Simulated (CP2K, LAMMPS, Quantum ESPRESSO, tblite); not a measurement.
## Glassy B2O3 (150 atoms): runs against a plane-wave reference

Density of this cell: 1.99 g/cm³. The cell holds 150 atoms: 60 B and 90 O. Its edges and angles: a = 12.043 Å, b = 12.043 Å, c = 12.043 Å, α = 90.0°, β = 90.0°, γ = 90.0°. 150 atoms (60 B, 90 O) placed at random at 1.93 g/cm³, melted at 3000 K for 20 ps at fixed volume with the Buckingham and Coulomb pair potential of Guillot and Sator (Geochim. Cosmochim. Acta 71, 1249 (2007)) with the boron terms of Wang et al. (J. Non-Cryst. Solids 498, 294 (2018)). Quenched from 3000 K to 300 K at 100 K/ps and fixed volume, held 10 ps at zero pressure.

Geometry: as built.

The reference, a calculation:

| Item | Value |
| --- | --- |
| method | Kohn-Sham DFT, PBE, SSSP efficiency 1.3.0 pseudopotentials, plane waves (Quantum ESPRESSO 7.5); sssp-pbe-1.3.0-efficiency, cutoffs 60/480 Ry, Γ point |
| r.m.s. force component | 0.953 eV/Å |
| longest force | 4.963 eV/Å |
| pressure | -10.46 GPa |
| gap (highest filled to lowest empty level) | 2.281 eV |
| time | 5.6 min on 4 MPI ranks of Arm Neoverse V1, shared host |
| CPU time | 22 min |

**Question.** The same geometry is run in other programs. How far does each lie from the reference, and what does it cost?
- CP2K PBE, SZV-MOLOPT-SR, 600/50 Ry, SIGN filter 1e-07, SCF 1e-07 (CP2K 2026.2; 2 threads)
- tblite GFN1-xTB (tblite 0.8.0; 1 thread)
- CP2K PBE, DZVP-UZH, 600/50 Ry, diagonalisation (CP2K 2026.2; 4 MPI ranks)
- CP2K PBE, DZVP-UZH, 300/50 Ry, OT CG (CP2K 2026.2; 4 MPI ranks)
- CP2K PBE, SZV-MOLOPT-SR, 600/50 Ry, SIGN filter 1e-06, SCF 1e-06 (CP2K 2026.2; 2 threads)
- CP2K PBE, DZVP-UZH, 210/50 Ry, OT CG (CP2K 2026.2; 4 MPI ranks)
- CP2K GFN1-xTB, OT DIIS (CP2K 2026.2; 2 threads)
- CP2K PBE, SZV-MOLOPT-SR, 600/50 Ry, SIGN filter 1e-03, SCF 1e-04 (CP2K 2026.2; 2 threads)
- CP2K PBE, SZV-MOLOPT-SR, 600/50 Ry, OT CG (CP2K 2026.2; 2 threads)

Differences are against the plane-wave reference, forces as r.m.s. over components; share is that over the reference's r.m.s. force, slope the least-squares factor from reference forces to these. Total energies of different programs have different zeros and aren't compared.

| run | Δ force, r.m.s. (meV/Å) | share (%) | slope | Δ pressure (GPa) | Δ gap (eV) | cores | CPU time | memory (GiB) |
| --- | --- | --- | --- | --- | --- | --- | --- | --- |
| reference | - | - | - | - | - | 4 | 22 min | 6.7 |
| CP2K PBE, SZV-MOLOPT-SR, 600/50 Ry, SIGN filter 1e-07, SCF 1e-07 (coarse) | 606 | 63.6 | 0.973 | 20.8 | - | 2 | 12 min | 2.2 |
| tblite GFN1-xTB | 241 | 25.3 | 0.883 | 0.628 | - | 1 | 4.4 s | 0.14 |
| CP2K PBE, DZVP-UZH, 600/50 Ry, diagonalisation | 93.6 | 9.82 | 1.025 | 1.82 | -0.157 | 4 | 10 min | 6.2 |
| CP2K PBE, DZVP-UZH, 300/50 Ry, OT CG (coarse) | 170 | 17.8 | 1.021 | 2.10 | -0.154 | 4 | 18 min | 2.1 |
| CP2K PBE, SZV-MOLOPT-SR, 600/50 Ry, SIGN filter 1e-06, SCF 1e-06 (coarse) | 608 | 63.8 | 0.973 | 20.9 | - | 2 | 11 min | 2.2 |
| CP2K PBE, DZVP-UZH, 210/50 Ry, OT CG (coarse) | 155 | 16.2 | 1.025 | 2.23 | -0.156 | 4 | 17 min | 1.8 |
| CP2K GFN1-xTB, OT DIIS | 260 | 27.3 | 0.859 | -4.03 | - | 2 | 11 s | 0.36 |
| CP2K PBE, SZV-MOLOPT-SR, 600/50 Ry, SIGN filter 1e-03, SCF 1e-04 (coarse) | 623 | 65.4 | 0.952 | 21.2 | - | 2 | 3.6 min | 2.2 |
| CP2K PBE, SZV-MOLOPT-SR, 600/50 Ry, OT CG (coarse) | 606 | 63.5 | 0.973 | 20.8 | -0.804 | 2 | 11 min | 2.2 |

Rows marked coarse were listed beforehand as settings not expected to be converged; some can still land near the reference.

CPU time is summed over cores on a shared host, where runs went side by side, so it is rough. Symmetry, cutoffs, thresholds, outputs and thread counts weren't matched or tuned between programs; memory under MPI is the largest rank's times the ranks.

The PBE run in local orbitals, coarse settings apart, differs by 9.8 % (CP2K PBE, DZVP-UZH, 600/50 Ry, diagonalisation); basis, grid and potentials can all enter. Tight binding differs by 25 % (tblite GFN1-xTB) to 27 % (CP2K GFN1-xTB, OT DIIS); it is another model, with fitted parameters of its own, and the xTB methods hold dispersion. Runs with settings chosen to be coarse differ by 16 % (CP2K PBE, DZVP-UZH, 210/50 Ry, OT CG) to 65 % (CP2K PBE, SZV-MOLOPT-SR, 600/50 Ry, SIGN filter 1e-03, SCF 1e-04), their programs' other errors included. Of the electronic-structure runs that take under half the reference's CPU time, CP2K PBE, DZVP-UZH, 600/50 Ry, diagonalisation comes nearest, at 9.8 % in 10 min against 22 min; its pressure misses by +1.8 GPa. Periodic xTB results under one method name differ between programs and library versions. The network of bonds at the start is that of the classical potential that made the cell, and needn't be the one that DFT or experiment would give. The electronic-structure runs sample only Γ, in a cell whose shortest periodic width is 12 Å.

[Hosts, paths, dates, database ids (printed as entryN), source tags and the programs' standing remarks are cut or masked in the printed files.]
